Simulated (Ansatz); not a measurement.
**ZrTeSe monolayer, Janus: the cell at rest**

Aim: bring ZrTeSe monolayer, Janus to small forces and stress, as phonons need.

Main program and level: Ansatz 0.2.0; DFT PBE, scalar-relativistic, plane waves, PAW.

This is a report of a sequence of runs, with most program output left out.

## Step 1: Starting point

The cell holds 3 atoms: 1 Zr, 1 Se and 1 Te. Its edges and angles: a = 3.750 Å, b = 3.750 Å, c = 20.000 Å, α = 90.0°, β = 90.0°, γ = 120.0°. Vacuum lies along c.

As a file:

```cif
data_structure
_symmetry_space_group_name_H-M 'P 1'
_symmetry_Int_Tables_number 1
_cell_length_a 3.7500
_cell_length_b 3.7500
_cell_length_c 20.0000
_cell_angle_alpha 90.000
_cell_angle_beta 90.000
_cell_angle_gamma 120.000
_cell_volume 243.57
loop_
_atom_site_label
_atom_site_type_symbol
_atom_site_fract_x
_atom_site_fract_y
_atom_site_fract_z
_atom_site_occupancy
Zr1 Zr 0.00000 0.00000 0.50000 1
Se2 Se 0.33333 0.66667 0.57500 1
Te3 Te 0.66667 0.33333 0.42000 1
```

## Step 2: Probe on a coarse mesh

A quick single point on a coarse mesh tells whether the cell has a gap and how far it is from rest, which sets the k mesh and smearing that follow.

The program solves this slab on a cell height of its own, 30.0 Å, in place of the one typed.

Contents of input.yaml:

```yaml
crystal:
  lattice:
    - [3.75, 0.0, 0.0]
    - [-1.875, 3.2476, 0.0]
    - [0.0, 0.0, 20.0]
  atoms:
    - { symbol: Zr, position: [0.0, 0.0, 0.5] }
    - { symbol: Se, position: [0.333333, 0.666667, 0.575] }
    - { symbol: Te, position: [0.666667, 0.333333, 0.42] }
  periodic: [true, true, false]
kpoints:
  mp_grid: { grid: [6, 6, 1] }
hamiltonian:
  xc: pbe
scf:
  occupations: { method: gaussian, width: 0.1 }
output:
  forces: true
  stress: true
  eigenvalues: true
```

Run with:

```sh
ansatz run input.yaml --threads 8 --pin off --max-ram 14336MiB --backend cpu --events-out ev --progress --plain --runs-dir out
```

The job ended after 1 s (8 threads of Arm Neoverse V2, shared host; peak memory 0.79 GiB).

This step gave:

```
gap on the k-mesh : 0 eV
area per atom     : 4.059 Å²
```

The coarse mesh shows no gap.

## Step 3: Coarse relaxation

The start is far from rest, so a relaxation with loose tolerances brings it close first.

The program solves this slab on a cell height of its own, 30.0 Å, in place of the one typed.

Changes to input.yaml since step 2:

```diff
@@ -20 +20,6 @@
   eigenvalues: true
+relax:
+  adjacent_minimum: "off"
+  f_tol: 0.05
+  max_steps: 80
+  cell: { stress_2d_tol: 0.02 }
```

Wall time 6.9 s (8 threads); peak memory 0.85 GiB; 47 s of CPU time.

Relaxation path:

```
step  energy less that of the first step (eV)  largest force component (eV/Å)  volume (Å³)
   1                                   0.0000                          3.6713       365.36
   2                                  -0.6323                          0.6470       370.56
   3                                  -0.6584                          0.7904       384.09
   4                                  -0.6945                          0.1195       389.98
   5                                  -0.6952                          0.0139       389.10
  6*                                  -0.6959                          0.0137       389.10
```

Relaxation steps marked * repeat the geometry before them on a plane-wave basis chosen anew for their cell, so energy and pressure can jump there.

Forces are held to the 6 operations that the run works with; a distortion that breaks them can't arise in this run.

```
cell as run  before  after  change
      a (Å)   3.750  3.870  +3.2 %
      b (Å)   3.750  3.870  +3.2 %
```

The atoms that moved most (Å, along periodic axes as changes of fractional coordinates times the final cell, across vacuum about the mean position):

```
atom     dx     dy      dz  length
 Te3  0.000  0.000  -0.199   0.199
 Zr1  0.000  0.000   0.103   0.103
 Se2  0.000  0.000   0.096   0.096
```

Final coordinates:

```xyz
3
Lattice="3.8700 0.0000 0.0000 -1.9350 3.3515 0.0000 0.0000 0.0000 30.0000" Properties=species:S:1:pos:R:3
Zr    0.0000    0.0000   10.1029
Se    0.0000    2.2343   11.5958
Te    1.9350    1.1172    8.2013
```

This step gave:

| Item | Value |
| --- | --- |
| area per atom | 4.323 Å² |

The relaxation ends with a largest force component of 0.014 eV/Å.

## Step 4: Bringing the structure to rest

The cell and atoms are relaxed, since residual forces and stress would shift the frequencies.

Contents of input.yaml:

```yaml
crystal:
  lattice:
    - [3.8699643326, 0.0, 0.0]
    - [-1.9349821663, 3.3514874237, 0.0]
    - [0.0, 0.0, 30.0]
  atoms:
    - { symbol: Zr, position: [0.0, 0.0, 0.3367630217] }
    - { symbol: Se, position: [0.3333333333, 0.6666666667, 0.3865273942] }
    - { symbol: Te, position: [0.6666666667, 0.3333333333, 0.2733762507] }
  periodic: [true, true, false]
kpoints:
  mp_grid: { grid: [12, 12, 1] }
hamiltonian:
  xc: pbe
scf:
  occupations: { method: gaussian, width: 0.1 }
output:
  forces: true
  stress: true
  eigenvalues: true
  write_density: true
  write_potential: true
  elf: true
  volumetric_format: npy
relax:
  adjacent_minimum: "off"
  f_tol: 0.005
  max_steps: 80
  cell: { stress_2d_tol: 0.02 }
```

Run time: 16 s. Hardware: 8 threads; peak memory 1 GiB; 2 min of CPU time.

The steps of the relaxation:

```
step  energy less that of the first step (eV)  largest force component (eV/Å)  volume (Å³)
   1                                   0.0000                          0.0603       389.10
   2                                  -0.0006                          0.0997       392.52
   3                                  -0.0015                          0.0171       392.31
   4                                  -0.0015                          0.0051       392.85
   5                                  -0.0015                          0.0005       393.08
  6*                                  -0.0016                          0.0005       393.08
```

Relaxation steps marked * repeat the geometry before them on a plane-wave basis chosen anew for their cell, so energy and pressure can jump there.

The run keeps the 6 symmetry operations that it works with, so distortions that break them were not tested.

```
cell as run  before  after  change
      a (Å)   3.870  3.890  +0.5 %
      b (Å)   3.870  3.890  +0.5 %
```

The atoms that moved most (Å, along periodic axes as changes of fractional coordinates times the final cell, across vacuum about the mean position):

```
atom     dx     dy      dz  length
 Te3  0.000  0.000   0.015   0.015
 Se2  0.000  0.000  -0.014   0.014
```

The relaxed structure:

```cif
data_structure
_symmetry_space_group_name_H-M 'P 1'
_symmetry_Int_Tables_number 1
_cell_length_a 3.8897
_cell_length_b 3.8897
_cell_length_c 30.0000
_cell_angle_alpha 90.000
_cell_angle_beta 90.000
_cell_angle_gamma 120.000
_cell_volume 393.08
loop_
_atom_site_label
_atom_site_type_symbol
_atom_site_fract_x
_atom_site_fract_y
_atom_site_fract_z
_atom_site_occupancy
Zr1 Zr 0.00000 0.00000 0.33673 1
Se2 Se 0.33333 0.66667 0.38606 1
Te3 Te 0.66667 0.33333 0.27388 1
```

Numbers from this step:

```
area per atom : 4.368 Å²
```

Valence density in the ac plane at fractional y = 0.333, with atoms of Te within 0.2 Å of it. It is the smooth field of the valence electrons, not physical close to the nuclei.

Values in e/Å³, 24 rows by 14 columns, each cell a mean:
```
 0  0  0  0  0  0  0  0  0  0  0  0  0  0
 0  0  0  0  0  0  0  0  0  0  0  0  0  0
 0  0  0  0  0  0  0  0  0  0  0  0  0  0
 0  0  0  0  0  0  0  0  0  0  0  0  0  0
 0  0  0  0  0  0  0  0  0  0  0  0  0  0
 0  0  0  0  0  0  0  0  0  0  0  0  0  0
 0  0  0  0  0  0  0  0  0  0  0  0  0  0
 0  0  0  0  0  0  0  0  0  0  0  0  0  0
 0  0  0  0  0  0  0  0  0  0  0  0  0  0
 0  0  0  0  0  0  0  0  0  0  0  0  0  0
 0  0  0  0  0  0  0  0  0  0  0  0  0  0
 0  0  0  0  0  0  0  0  0  0  0  0  0  0
 0  0  0  0  0  0  0  0  0  0  0  0  0  0
 0  0  0  0  0  0  0  0  0  0  0  0  0  0
 0  0  0  0  0  0  0  0  0  0  0  0  0  0
 0  0  0  0  0  0  0  0  0  0  0  0  0  0
 0  0  0  0  0  0  0  1  1  1  1  1  0  0
 0  0  0  0  0  0  1  3  7 10  8  4  1  0
 0  0  0  0  0  0  0  0  0  0  0  0  0  0
 0  0  0  0  0  0  0  0  0  0  0  0  0  0
 0  0  0  0  0  0  0  0  0  0  0  0  0  0
 0  0  0  0  0  0  0  0  0  0  0  0  0  0
 0  0  0  0  0  0  0  0  0  0  0  0  0  0
 0  0  0  0  0  0  0  0  0  0  0  0  0  0
```
Columns run along a (3.9 Å), rows up along c (30.0 Å). Atoms in or near the plane, at fractional coordinates: Te at (0.67, 0.27).

Electrostatic potential energy in the ac plane at fractional y = 0.333, with atoms of Te within 0.2 Å of it. With pseudopotentials it is smooth inside the atoms' cores, unlike the true potential.

Ten even steps from '0' (-11 eV) to '9' (0 eV), each cell a mean:
```
99999999999999
99999999999999
99999999999999
99999999999999
99999999999999
99999999999999
99999999999999
99999999999999
99999999999999
99999999999999
99999999999999
99999999999999
99999999999999
99999999999999
64345788999987
21002457788764
43334432233233
57886202787400
99999876555678
99999999999999
99999999999999
99999999999999
99999999999999
99999999999999
```
Columns run along a (3.9 Å; values clipped at the 3rd and 97th percentile), rows up along c (30.0 Å). Atoms in or near the plane, at fractional coordinates: Te at (0.67, 0.27).

ELF in the ac plane at fractional y = 0.333, with atoms of Te within 0.2 Å of it. It is the smooth field of the valence electrons, not physical close to the nuclei.

Ten even steps from '_' (0.00) to '@' (0.76), each cell a mean:
```
____________________________
____________________________
____________________________
____________________________
____________________________
____________________________
____________________________
____________________________
____________________________
____________________________
____________________________
____________________________
____________________________
--==++++==::..____________..
%%@@@@@@@@##==..______..--**
----==------::::::::::::::::
==::..::--****##**++****##**
##==::--**%%##==::....--**##
==..____::**%%@@@@@@@@@@@@##
____________..::--------::..
____________________________
____________________________
____________________________
____________________________
```
Columns run along a (3.9 Å), rows up along c (30.0 Å). Atoms in or near the plane, at fractional coordinates: Te at (0.67, 0.27).

## Step 5: Relaxing to small forces for the phonons

Phonons need a cell at rest on their own settings, so the relaxation is repeated with tight tolerances on forces and stress on the k mesh and occupations of the first response run.

input.yaml, the sections that differ from step 4:

```yaml
crystal:
  lattice:
    - [3.8896743098, 0.0, 0.0]
    - [-1.9448371549, 3.3685567647, 0.0]
    - [0.0, 0.0, 30.0]
  atoms:
    - { symbol: Zr, position: [0.0, 0.0, 0.3367344689] }
    - { symbol: Se, position: [0.3333333333, 0.6666666667, 0.3860556761] }
    - { symbol: Te, position: [0.6666666667, 0.3333333333, 0.2738765216] }
  periodic: [true, true, false]
scf:
  occupations: { method: methfessel_paxton, width: 0.15 }
relax:
  adjacent_minimum: "off"
  f_tol: 0.001
  max_steps: 60
  cell: { stress_2d_tol: 0.002 }
# kpoints, hamiltonian, output: as in step 4
```

It took 14 s on 8 threads; peak memory 1 GiB.

Little changed from the start: no atom moved by 0.005 Å and no cell edge by 0.1 %.

Numbers from this step:

```
area per atom : 4.369 Å²
```

Electrostatic potential energy in the ac plane at fractional y = 0.333, with atoms of Te within 0.2 Å of it. With pseudopotentials it is smooth inside the atoms' cores, unlike the true potential.

Ten even steps from '_' (-11 eV) to '@' (0 eV), each cell a mean:
```
@@@@@@@@@@@@@@@@@@@@@@@@@@@@
@@@@@@@@@@@@@@@@@@@@@@@@@@@@
@@@@@@@@@@@@@@@@@@@@@@@@@@@@
@@@@@@@@@@@@@@@@@@@@@@@@@@@@
@@@@@@@@@@@@@@@@@@@@@@@@@@@@
@@@@@@@@@@@@@@@@@@@@@@@@@@@@
@@@@@@@@@@@@@@@@@@@@@@@@@@@@
@@@@@@@@@@@@@@@@@@@@@@@@@@@@
@@@@@@@@@@@@@@@@@@@@@@@@@@@@
@@@@@@@@@@@@@@@@@@@@@@@@@@@@
@@@@@@@@@@@@@@@@@@@@@@@@@@@@
@@@@@@@@@@@@@@@@@@@@@@@@@@@@
@@@@@@@@@@@@@@@@@@@@@@@@@@@@
@@@@@@@@@@@@@@@@@@@@@@@@@@@@
**==--==++##%%%%@@@@@@@@%%##
::..____::==++####%%%%##**==
==------====--::::----::::--
++##%%%%**::__::##%%##==____
@@@@@@@@@@%%##**++++++**##%%
@@@@@@@@@@@@@@@@@@@@@@@@@@@@
@@@@@@@@@@@@@@@@@@@@@@@@@@@@
@@@@@@@@@@@@@@@@@@@@@@@@@@@@
@@@@@@@@@@@@@@@@@@@@@@@@@@@@
@@@@@@@@@@@@@@@@@@@@@@@@@@@@
```
Columns run along a (3.9 Å; values clipped at the 3rd and 97th percentile), rows up along c (30.0 Å). Atoms in or near the plane, at fractional coordinates: Te at (0.67, 0.27).

ELF in the ac plane at fractional y = 0.333, with atoms of Te within 0.2 Å of it. It is the smooth field of the valence electrons, not physical close to the nuclei.

Values, 24 rows by 14 columns, each cell a mean:
```
0.00 0.00 0.00 0.00 0.00 0.00 0.00 0.00 0.00 0.00 0.00 0.00 0.00 0.00
0.00 0.00 0.00 0.00 0.00 0.00 0.00 0.00 0.00 0.00 0.00 0.00 0.00 0.00
0.00 0.00 0.00 0.00 0.00 0.00 0.00 0.00 0.00 0.00 0.00 0.00 0.00 0.00
0.00 0.00 0.00 0.00 0.00 0.00 0.00 0.00 0.00 0.00 0.00 0.00 0.00 0.00
0.00 0.00 0.00 0.00 0.00 0.00 0.00 0.00 0.00 0.00 0.00 0.00 0.00 0.00
0.00 0.00 0.00 0.00 0.00 0.00 0.00 0.00 0.00 0.00 0.00 0.00 0.00 0.00
0.00 0.00 0.00 0.00 0.00 0.00 0.00 0.00 0.00 0.00 0.00 0.00 0.00 0.00
0.00 0.00 0.00 0.00 0.00 0.00 0.00 0.00 0.00 0.00 0.00 0.00 0.00 0.00
0.00 0.00 0.00 0.00 0.00 0.00 0.00 0.00 0.00 0.00 0.00 0.00 0.00 0.00
0.00 0.00 0.00 0.00 0.00 0.00 0.00 0.00 0.00 0.00 0.00 0.00 0.00 0.00
0.00 0.00 0.00 0.00 0.00 0.00 0.00 0.00 0.00 0.00 0.00 0.00 0.00 0.00
0.00 0.00 0.00 0.00 0.00 0.00 0.00 0.00 0.00 0.00 0.00 0.00 0.00 0.00
0.01 0.02 0.03 0.02 0.02 0.01 0.00 0.00 0.00 0.00 0.00 0.00 0.00 0.01
0.28 0.37 0.41 0.39 0.32 0.20 0.10 0.03 0.01 0.00 0.00 0.01 0.06 0.14
0.67 0.74 0.76 0.75 0.69 0.56 0.37 0.14 0.05 0.03 0.04 0.09 0.27 0.49
0.26 0.30 0.32 0.30 0.27 0.23 0.20 0.17 0.17 0.17 0.17 0.16 0.18 0.21
0.35 0.21 0.13 0.16 0.29 0.46 0.53 0.53 0.49 0.45 0.47 0.52 0.54 0.50
0.60 0.36 0.17 0.26 0.52 0.63 0.55 0.36 0.18 0.13 0.14 0.29 0.50 0.60
0.31 0.10 0.03 0.06 0.23 0.50 0.66 0.73 0.74 0.74 0.74 0.74 0.70 0.59
0.02 0.01 0.00 0.00 0.02 0.06 0.13 0.22 0.27 0.29 0.28 0.24 0.16 0.09
0.00 0.00 0.00 0.00 0.00 0.00 0.00 0.01 0.01 0.01 0.01 0.01 0.00 0.00
0.00 0.00 0.00 0.00 0.00 0.00 0.00 0.00 0.00 0.00 0.00 0.00 0.00 0.00
0.00 0.00 0.00 0.00 0.00 0.00 0.00 0.00 0.00 0.00 0.00 0.00 0.00 0.00
0.00 0.00 0.00 0.00 0.00 0.00 0.00 0.00 0.00 0.00 0.00 0.00 0.00 0.00
```
Columns run along a (3.9 Å), rows up along c (30.0 Å). Atoms in or near the plane, at fractional coordinates: Te at (0.67, 0.27).

Valence density in the ac plane at fractional y = 0.333, with atoms of Te within 0.2 Å of it. It is the smooth field of the valence electrons, not physical close to the nuclei.

Ten steps, logarithmic in the rise over the least value, from '0' (0 e/Å³) to '9' (10 e/Å³), each cell a mean:
```
00000000000000
00000000000000
00000000000000
00000000000000
00000000000000
00000000000000
00000000000000
00000000000000
00000000000000
00000000000000
00000000000000
00000000000000
00000000000000
00000000000000
22332210000011
23332211111111
22222234555432
21112347999853
00000112222211
00000000000000
00000000000000
00000000000000
00000000000000
00000000000000
```
Columns run along a (3.9 Å), rows up along c (30.0 Å). Atoms in or near the plane, at fractional coordinates: Te at (0.67, 0.27).

The largest force component left is 0.37 meV/Å, within the tolerances set.

## Step 6: What came out

| Quantity | Value |
| --- | --- |
| space group after relaxation (within 0.01 Å) | P3m1 |
| lattice constant a | 3.890 Å |
| lattice constant b | 3.890 Å |
| area per atom | 4.37 Å² |

What this shows: The largest force component left is 0.37 meV/Å, within the tolerances set. The relaxation keeps the symmetry of its start, so it says nothing on stability against lower symmetry. Spin-orbit coupling is left out, which can matter for the heavy elements here. The starting cell was built on a prototype and not taken from a measurement.

[Logs are printed without paths, hosts, clocks, repeated set-up lines and the standing remarks that a program may print on its own settings, such as how far it seeks lower states.]

[Hosts, paths, dates, database ids (printed as entryN), source tags and the programs' standing remarks are cut or masked in the printed files.]
